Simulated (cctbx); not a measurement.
# Interatomic vectors of NaIn9Rh2

Space group P6/mmm (no. 191), a = 8.5920 Å, b = 8.5920 Å, c = 4.1630 Å, α = 90.00°, β = 90.00°, γ = 120.00°, content In9 Rh2 Na1.

The data are simulated with cctbx, not measured: Mo Kα, λ = 0.71073 Å, to d = 0.6 Å, 50 % of the full sphere, strongest reflection 5000 counts, noise from counting, a 4 % proportional error and a noise floor of 4 counts (s.d.); no absorption.

Patterson synthesis, origin scaled to 1000:

```text
Patterson group P 6/m m m
      u       v       w   height  length (A)
  0.000   0.000   0.000   1000.0     0.00
  0.000   0.500   0.000    211.3     4.30
  0.085   0.288   0.500    184.4     3.03
  0.291   0.582   0.500    177.0     5.70
  0.000   0.371   0.000    177.0     3.19
  0.206   0.412   0.000    176.2     3.07
  0.125   0.250   0.500    170.1     2.79
  0.170   0.340   0.000    166.0     2.53
  0.085   0.542   0.500    149.6     4.82
  0.333   0.667   0.000     86.6     4.96
  0.163   0.581   0.000     86.3     4.46
  0.194   0.387   0.500     20.2     3.56
  0.000   0.091   0.000     19.5     0.78
  0.000   0.183   0.500      4.7     2.61
```

Q: Assign the vectors.

A peak at u stands for all pairs with xi − xj = u, with weight Σ ZiZj against Σ Z² = 25780 at the origin. Peak heights follow these weights only roughly, since form factors, motion and series ripples differ, all vectors within 0.55 Å of a peak are counted as merged into it though the farther ones add only part of their weight, and F(000) is left out, which lowers the whole map:

| u | v | w | shortest length (Å) | height | 1000 ΣZiZj/ΣZ² | pairs in the cell |
| --- | --- | --- | --- | --- | --- | --- |
| 0.000 | 0.500 | 0.000 | 4.30 | 211 | 228 | 2 × In–In, 2 × In–Na |
| 0.085 | 0.288 | 0.500 | 3.03 | 184 | 186 | 2 × In–In |
| 0.291 | 0.582 | 0.500 | 4.80 | 177 | 186 | 2 × In–In |
| 0.000 | 0.371 | 0.000 | 3.19 | 177 | 186 | 2 × In–In |
| 0.206 | 0.412 | 0.000 | 3.07 | 176 | 186 | 2 × In–In |
| 0.125 | 0.250 | 0.500 | 2.79 | 170 | 171 | 2 × In–Rh |
| 0.170 | 0.340 | 0.000 | 2.53 | 166 | 171 | 2 × In–Rh |
| 0.085 | 0.542 | 0.500 | 4.81 | 150 | 171 | 2 × In–Rh |
| 0.333 | 0.667 | 0.000 | 4.96 | 87 | 117 | 1 × Rh–Rh, 2 × Rh–Na |
| 0.163 | 0.581 | 0.000 | 4.46 | 86 | 93 | 1 × In–In |

The table stops at ten peaks or at a height of 45, below which ripples compete. In the model behind the data In, the heaviest element, has 2 independent sites: (1/2, 1/2, 0) and (0.4194, 0.2097, 1/2), up to an allowed shift of origin; the In–In vectors are differences of these positions and their symmetry mates. Elements of similar Z can't be told apart from the map alone. The whole model:

```
atom  mult.       x       y    z  Ueq (Å²)
 In1      3     1/2     1/2    0    0.0085
 In2      6  0.4194  0.2097  1/2    0.0096
 Rh1      2     2/3     1/3    0    0.0088
 Na1      1       0       0    0    0.0164
```

This is a model crystal, built by substitution and not relaxed, with assumed displacement parameters.

[Logs are printed without paths, hosts, clocks, repeated set-up lines and the standing remarks that a program may print on its own settings, such as how far it seeks lower states.]
